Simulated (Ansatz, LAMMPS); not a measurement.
# Static equation of state of amorphous 62TiO2-38Al2O3 (mol %) (90 atoms)

Density of this cell: 3.21 g/cm³. The cell holds 90 atoms: 15 Ti, 18 Al and 57 O. Cell: a = 10.148 Å, b = 10.535 Å, c = 10.231 Å, α = 89.6°, β = 89.2°, γ = 92.0°. The starting structure: 90 atoms (15 Ti, 18 Al, 57 O) placed at random at 3.31 g/cm³, melted at 5000 K for 10 ps at fixed volume with the Morse and Coulomb pair potential with partial charges (Pedone, Malavasi, Menziani, Cormack and Segre, J. Phys. Chem. B 110, 11780 (2006)). Quenched from 5000 K to 300 K at 50 K/ps and fixed volume, held 5 ps, then minimised at fixed cell.

Calculated with Ansatz 0.2.0: Kohn-Sham DFT, PBE, PAW (set soft_2), plane waves; cutoff 420 eV, Γ point, gaussian smearing of 0.05 eV. Cell and atoms were relaxed first, to V0 = 12.144 Å³ an atom at a residual P0 = 0.012 GPa. The cell was then scaled evenly, and the atoms were relaxed at each volume.

| volume (Å³/atom) | pressure (GPa) |
| --- | --- |
| 10.930 | ? |
| 11.416 | 3.879 |
| 11.780 | 2.507 |
| 12.509 | -1.708 |
| 12.873 | -3.405 |

**Question.** Fit the third-order Birch–Murnaghan equation to the rows given and extrapolate to the withheld row.

Worked fit:

Take the Eulerian strain f = ½[(V0/V)^(2/3) − 1] and the normalised pressure F = (P − P0) / [3f(1 + 2f)^(5/2)]. The third-order Birch–Murnaghan equation is then the line F = B0 + (3/2)B0(B′ − 4) f, so u = f and v = F.

| u = f | v = F (GPa) |
| --- | --- |
| 0.0210562 | 55.2213 |
| 0.0102567 | 77.0719 |
| -0.00975646 | 61.7151 |
| -0.0190507 | 65.8877 |

With n = 4: mean u = 6.2644e-4, mean v = 64.9740, Σ(u − ū)² = 0.0010051, Σ(u − ū)(v − v̄) = -0.066882. Slope b = -0.066882 / 0.0010051 = -66.542; intercept a = v̄ − b ū = 65.016.

So B0 = a = 65.0 GPa and B′ = 4 + 2b/(3a) = 3.32. At the withheld volume f = 0.03638, F = a + b f = 62.59 GPa, and P = P0 + 3f(1 + 2f)^(5/2) F.

Prediction at 10.930: 8.156 GPa. The run gave 7.802 GPa, so the fit is high by 0.35 GPa (4.5 % of the value).

The series isn't one smooth equation of state: even a line fitted to all rows, the withheld one included, misses F by up to 17.4 %, the count of bonds changes along the series and an atom moves over 0.5 Å in some relaxation. B0 and B′ are then only the numbers of this fit, not moduli of the material. Among the rows given, the largest miss of the fit is at 11.416, by 0.59 GPa (5.2 % of the range of the table).

Limits: Static cells at zero temperature; the cell shape is held. The program notes that the SCF threshold of these relaxations is loose for the stress. The quench rate of 50 K/ps is many orders above laboratory rates, so the cell is likely richer in defects and strain than a real sample. The network of bonds at the start is that of the classical potential that made the cell, and needn't be the one that DFT or experiment would give. Only the Γ point is sampled, in a cell whose shortest periodic width is 10 Å.

[Hosts, paths, dates, database ids (printed as entryN), source tags and the programs' standing remarks are cut or masked in the printed files.]
